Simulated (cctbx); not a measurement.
# Nd8V7In9Ni14 across an absorption edge

Space group Cmmm (no. 65), a = 13.9320 Å, b = 23.2500 Å, c = 4.1920 Å, α = 90.00°, β = 90.00°, γ = 90.00°.

```csv
atom,mult.,x,y,z,Ueq (Å²)
Nd1,4,1/2,0.1033,1/2,0.0123
Nd2,8,0.3289,0.3248,0,0.0109
Nd3,4,0.8183,0,0,0.0136
In1,2,0,0,1/2,0.0125
In2,8,0.3454,0.7840,1/2,0.0133
In3,4,1/2,0.5887,0,0.0112
In4,4,1/2,0.6882,1/2,0.0108
Ni1,8,0.3607,0.1561,0,0.0171
Ni2,4,0.3774,0,1/2,0.0144
Ni3,8,0.3522,0.9451,0,0.0139
Ni4,8,0.9045,0.9050,1/2,0.0133
V1,4,1/2,0.2252,0,0.0154
V2,8,0.2760,0.0929,1/2,0.0186
V3,2,1/2,0,0,0.0168
```

This is a model crystal, built by substitution and not relaxed, with assumed displacement parameters.

Calculated with cctbx: free-atom f′ and f″ from the Sasaki tables, no fine structure; amplitudes in electrons.

| E (eV) | F 0 2 0 | F 1 1 0 | F 2 0 0 | F 1 3 1 |
| --- | --- | --- | --- | --- |
| 5608 | 43.4 | 97.7 | 137.8 | 67.7 |
| 5958 | 39.0 | 94.2 | 143.2 | 62.4 |
| 6088 | 37.4 | 93.5 | 148.1 | 57.2 |
| 6148 | 36.7 | 93.1 | 152.8 | 52.1 |
| 6178 | 36.3 | 92.7 | 157.0 | 47.5 |
| 6193 | 36.0 | 92.4 | 161.5 | 42.7 |
| 6200 | 35.9 | 92.1 | 165.5 | 38.4 |
| 6204 | 35.8 | 91.9 | 169.8 | 34.0 |
| 6212 | 33.2 | 92.3 | 167.2 | 51.6 |
| 6216 | 33.2 | 92.6 | 162.3 | 54.9 |
| 6223 | 33.2 | 92.8 | 158.0 | 58.0 |
| 6238 | 33.2 | 93.1 | 153.3 | 61.8 |
| 6268 | 33.0 | 93.3 | 148.9 | 65.5 |
| 6358 | 32.3 | 93.6 | 143.2 | 70.5 |
| 6608 | 30.3 | 93.6 | 141.2 | 72.4 |

**Question.** Which edge is crossed, and why do the reflections move as they do?

The L3 edge of Nd. The edge is at 6208 eV. f′ of Nd falls from -11.8 e at 6088 eV to -19.3 e at 4 eV below it, and f″ steps from 3.56 to 10.63 e across it. Over that approach |F| changes by -4 % (0 2 0), -2 % (1 1 0), +15 % (2 0 0) and -41 % (1 3 1): a reflection falls where Nd scatters in phase with the total and rises where it scatters against it; it hardly moves where the Nd term is small or cancels by symmetry. Above the edge the larger f″ enters the imaginary part, where it can add to or cancel the other atoms' f″. The structure is centrosymmetric, so Friedel mates stay equal.

[Logs are printed without paths, hosts, clocks, repeated set-up lines and the standing remarks that a program may print on its own settings, such as how far it seeks lower states.]
